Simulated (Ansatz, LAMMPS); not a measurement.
## Forces and charges in Li+ triflate in gamma-butyrolactone and sulfolane and fluoroethylene carbonate at 330 K (233 atoms)

Aim: energy, forces, charges and density of states of Li+ triflate in gamma-butyrolactone and sulfolane and fluoroethylene carbonate at 330 K (233 atoms) at a fixed geometry.

Program: Ansatz 0.2.0. Level of theory: Kohn-Sham DFT, LDA, PAW (set soft_2), plane waves. Results are calculated unless marked as measured.

**1. Starting point**

The cell holds 233 atoms: 45 O, 9 S, 65 C, 101 H, 11 F and 2 Li. Cell: a = 13.799 Å, b = 13.799 Å, c = 13.799 Å, α = 90.0°, β = 90.0°, γ = 90.0°. 5 gamma-butyrolactone, 7 sulfolane, 5 fluoroethylene carbonate, 2 Li+, 2 triflate placed at random, at 1.34 g/cm³; overlaps pushed apart, then 10 ps at 550 K with Joung-Cheatham ions (J. Phys. Chem. B 112, 9020 (2008)); MMFF94 bonds, angles, torsions, charges and radii (Halgren, J. Comput. Chem. 17, 490 (1996)) in harmonic and 12-6 forms; charges of ions scaled by 0.8. Snapshot after 30 ps at 330 K and fixed volume.

Before any run, some limits are plain. The network of contacts between molecules at the start is that of the classical potential that made the cell, and needn't be the one that DFT or experiment would give. The functional has no dispersion term, which matters for the binding between molecules or layers, where LDA binds through overlap of densities alone. The density was typed from a rule of thumb and may lie off the real one at this temperature. The Brillouin zone is sampled at Γ only, in a cell whose shortest periodic width is 14 Å.

**2. How the cell was made**

A classical potential makes the cell, at a small fraction of what the same run would cost in DFT.

This step: classical MD, Joung-Cheatham ions (J. Phys. Chem. B 112, 9020 (2008)); MMFF94 bonds, angles, torsions, charges and radii (Halgren, J. Comput. Chem. 17, 490 (1996)) in harmonic and 12-6 forms; charges of ions scaled by 0.8 (LAMMPS 22 Jul 2025 - Update 4).

in.lmp reads:

```
# Li+ triflate in gamma-butyrolactone and sulfolane and fluoroethylene carbonate
units real
atom_style full
boundary p p p
bond_style harmonic
angle_style harmonic
dihedral_style opls
improper_style harmonic
special_bonds lj 0 0 0.5 coul 0 0 0.75
read_data data.lmp
neigh_modify delay 0 every 1 check yes one 4000
comm_modify cutoff 12.0
timestep 0.5
thermo_style custom step time temp pe press density
thermo_modify norm yes
# push overlapping molecules apart
pair_style soft 2.6
pair_coeff * * 0.0
variable a equal ramp(1,60)
fix ad all adapt 1 pair soft a * * v_a
velocity all create 550 48921 mom yes dist gaussian
fix lim all nve/limit 0.03
fix lan all langevin 550 550 50 48922 zero yes
thermo 1000
run 3000 post no
unfix ad
pair_style lj/cut/coul/long 9.0
pair_modify mix arithmetic tail yes
pair_coeff 1 1 0.0763 3.0960   # O
pair_coeff 2 2 0.2681 3.4180   # S
pair_coeff 3 3 0.0678 3.3680   # C
pair_coeff 4 4 0.0216 2.5400   # H
pair_coeff 5 5 0.0763 2.9870   # O
pair_coeff 6 6 0.0678 3.4070   # C
# [... 21 lines left out ...]
compute msd all msd com yes
thermo 7500
fix md all nvt temp 330 330 100
run 30000 post no
print "== T330: mean square displacement over the hold $(c_msd[4]:%.2f) A^2"
unfix md
uncompute msd
write_dump all custom T330.dump id type xs ys zs modify sort id
```

Launch:

```sh
> lmp -in in.lmp -log none -nocite
```

What it wrote:

```text
LAMMPS (22 Jul 2025 - Update 4)
Reading data file ...
  orthogonal box = (0 0 0) to (13.79879 13.79879 13.79879)
  233 atoms
  orthogonal box = (0 0 0) to (13.79879 13.79879 13.79879)
  229 bonds
  429 angles
  540 dihedrals
  10 impropers
   Step          Time           Temp          PotEng         Press         Density
         0   0              550            0.47515095    -590.41863      1.336
      1000   500            513.91218      1.774563       11146.926      1.336
      2000   1000           514.59665      1.9437442      16036.399      1.336
      3000   1500           490.63252      1.7474697      18870.293      1.336
[... 30 lines left out ...]
Loop time of 9.69096 s on 1 MPI rank(s) for 10000 steps with 233 atoms
   Step          Time           Temp          PotEng         Press         Density
[... 4 lines left out ...]
Loop time of 4.82953 s on 1 MPI rank(s) for 5000 steps with 233 atoms
   Step          Time           Temp          PotEng         Press         Density
[... 2 lines left out ...]
     30000   29000          312.70043     -0.9286009     -6952.3985      1.336
     37500   36500          302.22144     -1.0837804      929.71933      1.336
     45000   44000          332.9318      -0.98798998    -201.95087      1.336
     47000   46000          334.82199     -1.0605684     -3943.955       1.336
Loop time of 28.6695 s on 1 MPI rank(s) for 30000 steps with 233 atoms
== T330: mean square displacement over the hold 3.28 A^2
```

The job ended after 46 s (1 thread of Arm Neoverse V1, shared host; peak memory 0.13 GiB).

The input also reads data.lmp (atoms, bonds and types; not printed here).

**3. Plane-wave single point**

The electrons are solved once, with the atoms held.

input.yaml reads:

```yaml
crystal:
  lattice:
    - [13.79879, 0.0, 0.0]
    - [0.0, 13.79879, 0.0]
    - [0.0, 0.0, 13.79879]
  atoms:
    - { symbol: O, position: [0.48393, 0.48139, 0.91752] }
    - { symbol: S, position: [0.3917, 0.46119, 0.87765] }
    - { symbol: O, position: [0.38618, 0.45546, 0.7731] }
    - { symbol: C, position: [0.33694, 0.36085, 0.92861] }
    - { symbol: C, position: [0.25982, 0.39812, 0.00098] }
    - { symbol: C, position: [0.21409, 0.48774, 0.95418] }
    - { symbol: C, position: [0.30256, 0.54544, 0.92428] }
    - { symbol: H, position: [0.29463, 0.31869, 0.87359] }
    - { symbol: H, position: [0.39134, 0.31329, 0.96116] }
    - { symbol: H, position: [0.20591, 0.34252, 0.01756] }
    - { symbol: H, position: [0.2984, 0.41453, 0.07297] }
    - { symbol: H, position: [0.17002, 0.46275, 0.89409] }
    - { symbol: H, position: [0.17282, 0.5263, 0.00571] }
    - { symbol: H, position: [0.28529, 0.60468, 0.87492] }
    - { symbol: H, position: [0.34895, 0.57655, 0.98271] }
    - { symbol: O, position: [0.74916, 0.99855, 0.32392] }
    - { symbol: S, position: [0.64151, 0.99886, 0.32414] }
    - { symbol: O, position: [0.58278, 0.95848, 0.24595] }
    - { symbol: C, position: [0.59898, 0.95375, 0.43854] }
    - { symbol: C, position: [0.54739, 0.03264, 0.49257] }
    - { symbol: C, position: [0.59315, 0.12566, 0.45253] }
    - { symbol: C, position: [0.60029, 0.11598, 0.34411] }
    - { symbol: H, position: [0.551, 0.88911, 0.42557] }
    - { symbol: H, position: [0.667, 0.93001, 0.4721] }
    - { symbol: H, position: [0.46894, 0.02169, 0.48044] }
    - { symbol: H, position: [0.55901, 0.02481, 0.5724] }
    - { symbol: H, position: [0.5473, 0.19306, 0.46932] }
    - { symbol: H, position: [0.66661, 0.13532, 0.48405] }
    - { symbol: H, position: [0.53176, 0.1283, 0.30861] }
    - { symbol: H, position: [0.65983, 0.16239, 0.32301] }
    - { symbol: O, position: [0.58984, 0.61552, 0.49524] }
    - { symbol: S, position: [0.56642, 0.62842, 0.39354] }
    [... 195 atom lines left out ...]
    - { symbol: C, position: [0.08578, 0.62051, 0.20088] }
    - { symbol: F, position: [0.08491, 0.7199, 0.20567] }
    - { symbol: F, position: [0.99853, 0.5942, 0.24461] }
    - { symbol: F, position: [0.07579, 0.59614, 0.10815] }
    - { symbol: Li, position: [0.60115, 0.54702, 0.95913] }
    - { symbol: Li, position: [0.88147, 0.04607, 0.40253] }
kpoints:
  mp_grid: { grid: [1, 1, 1] }
hamiltonian:
  xc: lda
scf:
  occupations: { method: fermi_dirac, width: 0.05 }
output:
  forces: true
  stress: true
  populations: true
  dos:
    method: { smearing: { sigma: 0.08 } }
    de: 0.1
    projected: { site_lists: { C: [C], F: [F], H: [H], Li: [Li], O: [O] } }
  eigenvalues: true
  write_density: true
  write_potential: true
  volumetric_format: npy
```

Launch:

```sh
> ansatz run input.yaml --threads 8 --pin off --max-ram 15872MiB --backend cpu --events-out ev --progress --plain --runs-dir out
```

What it wrote:

```text
Engine: ansatz 0.2.0, aarch64-unknown-linux-gnu
Pseudopotentials: kind: paw
Pseudopotential: O, paw, valence charge 6, recommended cutoff 420 eV (normal), O.paw.azcp
Pseudopotential: S, paw, valence charge 6, recommended cutoff 420 eV (normal), S.paw.azcp
Pseudopotential: C, paw, valence charge 4, recommended cutoff 420 eV (normal), C.paw.azcp
Pseudopotential: H, paw, valence charge 1, recommended cutoff 420 eV (normal), H.paw.azcp
Pseudopotential: F, paw, valence charge 7, recommended cutoff 420 eV (normal), F.paw.azcp
Pseudopotential: Li, paw, valence charge 3, recommended cutoff 420 eV (normal), Li.paw.azcp
[... 3 lines on functional and potentials left out ...]
Crystal: 233 atoms, lattice volume = 2627.381 Å³
Basis set: ecut = 420 eV, 51435 PW (Γ)
Bands: 617, of which v1, the nominal top of the filled ones, is band 384 counted from 1 (383 counted from 0)
Symmetry: 1 space group operations
Space group: P1 (ITA 1), of the structure as read, at distance tolerance 1.4e-4 Å
k-points: 1
[... 17 lines on functional and potentials left out ...]
Initial density: superposition of atomic densities (neutral atoms: chi_scale 0, normalization atom), corrected by the library's trained network
Initial wavefunctions: pseudopotential atomic-orbital guess
Functional: x = slater, c = lda
SCF iter   1: F=—  HF=-59286.141958 eV  |F-HF|=—  |Δ(HF+E_count)|=         —  Δρ=9.76e-3  dr2=2.06e0  ethr=1.77e-3  ⟨swp⟩=6.0  Hψ=2959  notcnv=0  defer=78
preconditioner: auto → Resta (q_TF=auto, 2.223 Å⁻¹)  ε∞=2.6  [insulator: Δε(μ)=3.595 eV  Ē_g=15.653 eV  σ=0.050 eV  W_gap=1.00  n_scr=460 (ndim 8)  ℏωp=19.6 eV  f_vac=0.268  D(μ)=0.00/eV (n_scr^D=0)  ε∞_Penn≈2.6]
SCF iter   2: F=—  HF=-59285.510899 eV  |F-HF|=—  |Δ(HF+E_count)|=   6.31e-1  Δρ=4.25e-3  dr2=4.31e-1  ethr=2.69e-4  ⟨swp⟩=2.0  Hψ=920  notcnv=0  defer=229
SCF iter   3: F=—  HF=-59285.381346 eV  |F-HF|=—  |Δ(HF+E_count)|=   1.30e-1  Δρ=2.08e-3  dr2=1.16e-1  ethr=5.61e-5  ⟨swp⟩=2.0  Hψ=776  notcnv=0  defer=229
SCF iter   4: F=—  HF=-59285.350620 eV  |F-HF|=—  |Δ(HF+E_count)|=   3.07e-2  Δρ=6.28e-4  dr2=1.31e-2  ethr=1.51e-5  ⟨swp⟩=3.0  Hψ=771  notcnv=0  defer=229
SCF iter   5: F=—  HF=-59285.348618 eV  |F-HF|=—  |Δ(HF+E_count)|=   2.00e-3  Δρ=3.57e-4  dr2=3.81e-3  ethr=1.71e-6  ⟨swp⟩=2.0  Hψ=1081  notcnv=0  defer=226
SCF iter   6: F=—  HF=-59285.348090 eV  |F-HF|=—  |Δ(HF+E_count)|=   5.28e-4  Δρ=1.55e-4  dr2=7.34e-4  ethr=4.96e-7  ⟨swp⟩=2.0  Hψ=769  notcnv=0  defer=226
SCF iter   7: F=—  HF=-59285.348018 eV  |F-HF|=—  |Δ(HF+E_count)|=   7.17e-5  Δρ=4.91e-5  dr2=7.77e-5  ethr=9.56e-8  ⟨swp⟩=2.0  Hψ=761  notcnv=0  defer=226
SCF iter   8: F=—  HF=-59285.351453 eV  |F-HF|=—  |Δ(HF+E_count)|=   3.44e-3  Δρ=2.87e-5  dr2=1.98e-5  ethr=1.01e-8  ⟨swp⟩=2.0  Hψ=769  notcnv=0  defer=226
SCF iter   9: F=—  HF=-59285.351455 eV  |F-HF|=—  |Δ(HF+E_count)|=   2.27e-6  Δρ=1.03e-5  dr2=2.73e-6  ethr=2.58e-9  ⟨swp⟩=2.0  Hψ=771  notcnv=0  defer=226
SCF iter  10: F=—  HF=-59285.351457 eV  |F-HF|=—  |Δ(HF+E_count)|=   1.41e-6  Δρ=4.67e-6  dr2=5.49e-7  ethr=3.56e-10  ⟨swp⟩=2.0  Hψ=757  notcnv=0  defer=226
SCF iter  11: F=-59285.351457 eV  HF=-59285.351457 eV  |F-HF|=4.82e-8  |Δ(HF+E_count)|=   1.87e-7  Δρ=1.70e-6  dr2=8.06e-8  ethr=1.30e-11  ⟨swp⟩=18.0  Hψ=5816  notcnv=0
SCF 1 converged in 11 iterations: F = -59285.351457 eV  dr2 = 8.06e-8
  greatest PAW one-centre occupation: 1.000 electrons in one spin orbital (limit 2), on the Li atom at site 232 (counted from 0), in its partial waves of l = 0
SCF converged after 11 iterations
Free energy (F): -59285.351457 eV
Harris-Foulkes:  -59285.351457 eV  (|F-HF|=4.82e-8)
Internal energy: -59285.351457 eV  (E = F + TS)
E sigma→0 (E₀):  -59285.351457 eV
Fermi energy:    1.649761 eV
--- Per-component energies (eV) ---
  E_band       = -6607.213140
  E_kinetic    = 18493.653936
  E_local      = -66356.669059  (includes V_loc(G=0)·N_el)
  E_nonlocal   = 5271.317178
  E_hartree    = 25052.862155
  E_xc         = -8941.853034
  E_vxc        = -11070.021558  (∫ρ·V_xc dr)
  E_paw        = -19879.658257  (= ΣΔE_a)
  E_vpaw       = -3051.215025  (= ΣTr[D̂ρ^β])
  E_aug_tail   = 0.002473  (compensation charges beyond the density's cutoff)
  E_ewald      = -12936.076976
  E_core_change = 11.070126  (= ΣΔE_core)
  E_smearing   = -0.000000  (= −TS)
  E_closure    = -0.000000  (closes the sum)
  Σ components = -59285.351457   (vs F -59285.351457, Δ=0.00e0)
--- Forces (eV/Å), atoms counted from 1 ---
  atom   1  O      2.41624726     0.27260455     1.46763137
  atom   2  S     -3.41286330     0.79784290    -2.15290295
  atom   3  O      0.32810711    -0.13930377    -0.11234861
  atom   4  C     -1.57862419    -1.42061569     0.74790076
  atom   5  C      1.23720382     0.26440548     0.94538849
  atom   6  C      2.52793390    -1.21008186     0.25316251
  atom   7  C      0.51268089     0.27105600     0.04297357
  atom   8  H      0.63932360     0.42547917    -0.08053624
  atom   9  H      0.15101376    -0.16339533     0.10417102
  atom  10  H     -0.04074546    -0.32737721    -0.05523204
  atom  11  H     -0.81754415     0.05650828    -1.00141444
  atom  12  H     -0.24055011     0.20363163    -0.73313510
  atom  13  H     -0.92177455     0.83272743     0.97956041
  atom  14  H      0.25868216     0.12337985    -0.50107779
[...]
atom 232  Li     0.30132388     0.19871520    -0.12572298
  atom 233  Li    -0.47263632     0.21660841     0.30633337
  max |Σ_I F_I| component: 3.58e-4 eV/Å
--- Stress (GPa, compression-positive) ---
       -0.709588      -0.301373       0.316547
       -0.301373      -0.445039      -0.599314
        0.316547      -0.599314      -0.007453
  P = ⅓ Tr σ = -0.3874 GPa (-3.874 kbar)
--- Band table (eV) ---
  k-point 0: bands = ["-42.8068", "-42.4031", "-27.3819", "-27.0605", [... 601 levels ...], "10.8022", "10.8436", "10.8466", "10.8568", "10.9047", "10.9326", "10.9678", "10.9820", "10.9983", "11.0597", "11.0791", "11.0846"]
--- Löwdin populations: 233 sites ---
  site symbol       q [e]
     0      O      6.7794
     1      S      3.8675
     2      O      6.7484
[...]
232     Li      2.2765
  spilling = 0.014617 (of n_electrons = 768.000000)
```

It took 59 s on 8 threads of Arm Neoverse V1, shared host; peak memory 4 GiB; 7.3 min of CPU time.

The column dr2 measures how far the density is from self-consistency, as an energy; F and HF (Harris–Foulkes) agree once it is small.

Numbers from this run:

* free energy: -59285.3515 eV
* free energy per atom: -254.4436 eV/atom
* SCF cycles: 11
* pressure: -0.3874 GPa
* r.m.s. force component: 1.026 eV/Å
* longest force: 5.426 eV/Å
* Fermi energy: 1.65 eV
* gap (highest filled to lowest empty level): 3.659 eV
* spilling of the projection: 0.01462

Neighbours are counted within 1.34 Å (H-C), 1.85 Å (C-C), 1.73 Å (C-O), 1.62 Å (C-F), 2.21 Å (C-S), 1.88 Å (O-S), 2.58 Å (O-Li).

Length of the force by element and coordination:

| element | coordination | atoms | mean length of the force (eV/Å) | spread | least | most |
| --- | --- | --- | --- | --- | --- | --- |
| C | all | 65 | 2.04 | 0.966 | 0.442 | 5.38 |
| C | 3 | 10 | 2.52 | 1.24 | 0.804 | 5.38 |
| C | 4 | 55 | 1.95 | 0.879 | 0.442 | 3.98 |
| F | all | 11 | 0.912 | 0.476 | 0.281 | 2.02 |
| H | all | 101 | 0.983 | 0.672 | 0.145 | 4.27 |
| Li | all | 2 | 0.493 | 0.111 | 0.382 | 0.603 |
| Li | 4 | 1 | 0.382 | 0 | 0.382 | 0.382 |
| Li | 5 | 1 | 0.603 | 0 | 0.603 | 0.603 |
| O | all | 45 | 1.73 | 0.883 | 0.374 | 4.33 |
| O | 1 | 21 | 1.64 | 1.06 | 0.374 | 4.33 |
| O | 2 | 24 | 1.81 | 0.678 | 0.703 | 3.22 |
| S | all | 9 | 2.51 | 1.59 | 0.433 | 5.43 |

Löwdin charges by element and coordination (they lack the spilled electrons, 0.048 e an atom on average):

| element | coordination | atoms | mean charge (e) | spread | least | most |
| --- | --- | --- | --- | --- | --- | --- |
| C | all | 65 | -0.0894 | 0.405 | -0.522 | 0.703 |
| C | 3 | 10 | 0.629 | 0.0658 | 0.547 | 0.703 |
| C | 4 | 55 | -0.22 | 0.286 | -0.522 | 0.625 |
| F | all | 11 | -0.236 | 0.0257 | -0.276 | -0.187 |
| H | all | 101 | 0.216 | 0.0181 | 0.164 | 0.253 |
| Li | all | 2 | 0.735 | 0.012 | 0.724 | 0.747 |
| Li | 4 | 1 | 0.747 | 0 | 0.747 | 0.747 |
| Li | 5 | 1 | 0.724 | 0 | 0.724 | 0.724 |
| O | all | 45 | -0.510 | 0.229 | -0.817 | -0.215 |
| O | 1 | 21 | -0.654 | 0.165 | -0.817 | -0.381 |
| O | 2 | 24 | -0.385 | 0.202 | -0.798 | -0.215 |
| S | all | 9 | 2.15 | 0.0975 | 2.06 | 2.34 |

States in the cell by windows of 1 eV, zero at the Fermi level; the larger projections on atomic orbitals stand beside the total:

| from (eV) | to (eV) | total | C p | O p | H s | F p | C s |
| --- | --- | --- | --- | --- | --- | --- | --- |
| -18 | -17 | 12.0 | 1.3 | 0.0 | 1.8 | 0.0 | 6.3 |
| -17 | -16 | 10.1 | 2.0 | 0.1 | 1.6 | 0.0 | 5.3 |
| -16 | -15 | 12.8 | 1.5 | 1.8 | 1.6 | 0.5 | 5.9 |
| -15 | -14 | 27.0 | 3.1 | 1.8 | 4.3 | 1.3 | 12.4 |
| -14 | -13 | 20.3 | 4.2 | 3.4 | 2.5 | 0.5 | 6.0 |
| -13 | -12 | 5.8 | 1.4 | 1.4 | 0.5 | 0.3 | 1.2 |
| -12 | -11 | 30.4 | 9.3 | 5.6 | 3.1 | 3.8 | 4.8 |
| -11 | -10 | 50.7 | 15.5 | 7.1 | 6.8 | 7.9 | 6.3 |
| -10 | -9 | 26.2 | 11.2 | 6.0 | 3.3 | 1.9 | 0.8 |
| -9 | -8 | 51.9 | 19.2 | 14.1 | 6.4 | 2.4 | 1.3 |
| -8 | -7 | 80.7 | 23.1 | 24.5 | 9.0 | 12.6 | 1.7 |
| -7 | -6 | 80.0 | 25.2 | 23.0 | 9.1 | 14.5 | 1.0 |
| -6 | -5 | 62.4 | 26.3 | 16.6 | 9.1 | 8.0 | 0.6 |
| -5 | -4 | 81.1 | 28.6 | 34.4 | 11.3 | 3.5 | 0.7 |
| -4 | -3 | 72.7 | 11.5 | 50.4 | 6.8 | 1.2 | 0.5 |
| -3 | -2 | 24.0 | 5.3 | 16.3 | 1.2 | 0.2 | 0.3 |
| -2 | -1 | 4.0 | 0.0 | 3.9 | 0.0 | 0.0 | 0.0 |
| -1 | 1 | 0.0 | 0.0 | 0.0 | 0.0 | 0.0 | 0.0 |
| 1 | 2 | 4.4 | 2.2 | 1.5 | 0.4 | 0.0 | 0.1 |
| 2 | 3 | 21.0 | 8.1 | 5.5 | 2.6 | 0.1 | 1.1 |
| 3 | 4 | 41.7 | 8.1 | 3.8 | 8.9 | 0.3 | 3.4 |
| 4 | 5 | 63.6 | 13.3 | 5.0 | 11.7 | 1.1 | 4.2 |

The curve was stored every 0.10 eV, coarse against its broadening of 0.08 eV, so these counts are rough.

Between -26 and -18 eV lie 91 more states.

About 25 of the 768 electrons lie in deeper levels, below the stored range.

Not all projections were asked for or kept, so they needn't add up to the total.

The levels nearest the highest filled one (over half full), pooled over k-points and spins:

| level less the highest filled one (eV) | occupation |
| --- | --- |
| -0.933 | 2 |
| -0.816 | 2 |
| -0.781 | 2 |
| -0.596 | 2 |
| -0.0525 | 2 |
| 0 | 2 |
| 3.66 | 0 |
| 3.76 | 0 |
| 3.86 | 0 |
| 3.91 | 0 |
| 4.02 | 0 |
| 4.16 | 0 |

Valence density in the ac plane at fractional y = 0.033, with atoms of C and H and O and F and Li within 0.2 Å of it. It is the smooth field of the valence electrons, not physical close to the nuclei.

Ten steps, logarithmic in the rise over the least value, from '0' (-0.02 × 1e0 e/Å³) to '9' (8.42 × 1e0 e/Å³), each cell a mean:
```
1000001244211000000000000110000000000001
0000012455432222110000000000000000000000
0000113566544455410000000000122211122100
0122223455445555310000000001378743444210
1356643222234443110000000002489854443200
2478753111234432100000000001356544553210
1245532111256532100000000000011136887420
0011110001245421000000000000000135787410
0000000000011110000001110000000123443200
0111111000000000000023542100000134432100
1344321000000000001235653200000235652100
1354321111000000113556664211000134542101
1122111111100000114556664321000011121100
2110112211000000012233443321111101476121
5421112110000000000011234443333321477234
9852110000000000000001235655567632001258
8752100000000000000001235555567631001247
6642100000000000000001234433333311000135
6653100000011110000001222211000000000135
5653110000011110000000111100000000000124
4554211000000000000000000000000000000013
5666431000000000000000001111100000000124
6555431100000000000000012332100000000135
3322211111100000000000011222100000000123
```
Columns run along a (13.8 Å), rows up along c (13.8 Å). Atoms in or near the plane, at fractional coordinates: C at (0.55, 0.49), H at (0.47, 0.48), H at (0.56, 0.57), H at (0.30, 0.70), H at (0.37, 0.87), H at (0.05, 0.52), O at (0.00, 0.33), C at (0.04, 0.09), F at (0.75, 0.81), O at (0.87, 0.70), Li at (0.88, 0.40).

Electrostatic potential energy in the ac plane at fractional y = 0.033, with atoms of C and H and O and F and Li within 0.2 Å of it. With pseudopotentials it is smooth inside the atoms' cores, unlike the true potential.

Values in eV, 13 rows by 16 columns, each cell a mean:
```
  5   5   3  -6   1   4   5   5   5   6   6   6   6   6   5   5
  6   5   0 -24 -12 -11  -9   5   6   6   6   3  -1   3  -2   5
  3 -14   0   2   0  -4   4   5   6   6   6 -10 -25 -12  -2   5
  4  -8   4   4  -6  -9   4   5   5   5   5   5   3 -16 -20   5
  6   6   5   5   2   3   5   5   4   3   5   5   4  -6  -5   6
  1   0   4   5   5   5   5   5  -6 -12   4   5   5  -4   3   6
 -2  -2   4   5   5   5   4 -11 -23 -20   3   5   6   2   3   5
  3   5   4   5   5   5   5   3   1  -2  -3   3   5  -4 -18   1
-25   3   5   5   6   6   6   5   4  -9 -31 -15 -13   2  -1 -14
-30  -1   5   6   6   6   6   6   5   1  -8   0   3   6   4  -9
-14   0   5   6   6   6   6   6   6   6   6   6   6   6   5   0
-24 -15   3   5   6   6   6   5   5   6   6   6   5   6   5   2
 -8  -3   2   4   5   6   6   5   5   5   5   6   6   6   5  -7
```
Columns run along a (13.8 Å; values clipped at the 3rd and 97th percentile), rows up along c (13.8 Å). Atoms in or near the plane, at fractional coordinates: C at (0.55, 0.49), H at (0.47, 0.48), H at (0.56, 0.57), H at (0.30, 0.70), H at (0.37, 0.87), H at (0.05, 0.52), O at (0.00, 0.33), C at (0.04, 0.09), F at (0.75, 0.81), O at (0.87, 0.70), Li at (0.88, 0.40).

Mean Löwdin charges: C -0.09, F -0.24, H +0.22, Li +0.74, O -0.51, S +2.15 e (they miss 1.5 % of the electrons, so they add up to more than the cell's charge). The largest share in the top eV of filled states is O p (77 % of the projected weight), and in the lowest eV of empty states C p (49 % of the projected weight).

(Part 1 of 2 ends here.)

[Logs are printed without paths, hosts, clocks, repeated set-up lines and the standing remarks that a program may print on its own settings, such as how far it seeks lower states.]

[Hosts, paths, dates, database ids (printed as entryN), source tags and the programs' standing remarks are cut or masked in the printed files.]

[The MMFF94 radii named for the starting cell were scaled by 0.96; in molecules described by MMFF94, hydrogen bound to N, O or S took a small fixed 12-6 site in their place.]
